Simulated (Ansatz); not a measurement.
Rows from a G0W0 calculation on PtSe2/PtSe2 (commensurate twisted bilayer) (Ansatz 0.2.0; G0W0 on PBE, plane waves, PAW; PAW set soft_1; 3×3×1 mesh, 790 empty bands, screening to 29 eV, PAW set soft_1 files), in eV. Spin-orbit coupling is left out.

```
row      Σx     Σc     Vxc     Z
  A  -18.80   1.75  -17.40  0.72
  B  -16.40  -1.97  -19.18  0.73
  C  -16.40  -1.95  -19.16  0.73
  D  -18.51   1.76  -17.11  0.72
  E  -16.20  -2.18  -19.19  0.72
  F  -16.28  -2.06  -19.16  0.73
```

Which rows are filled states and which are empty ones, and how can one tell?

Filled: A and D. Empty: B, C, E and F. The sign of Σc tells: for a filled state bare exchange, which holds its interaction with itself, lies below Vxc (Σx − Vxc is -1.4 eV or lower here) and screening gives part back as a positive Σc. For an empty state Σx lies above Vxc (+2.8 eV or more) and the Coulomb hole leaves Σc negative.

[Paths, hosts, dates, memory and timing lines, banners, echoed tables and standing remarks are left out of the program output.]

[Logs are printed without paths, hosts, clocks, repeated set-up lines and the standing remarks that a program may print on its own settings, such as how far it seeks lower states.]

[Runs of the session that timed out or met a known fault of the program may be left out.]

[Cells called generated may have been cut or substituted from an entry of the Crystallography Open Database or the Materials Project.]

[Hosts, paths, dates, database ids (printed as entryN), source tags and the programs' standing remarks are cut or masked in the printed files.]
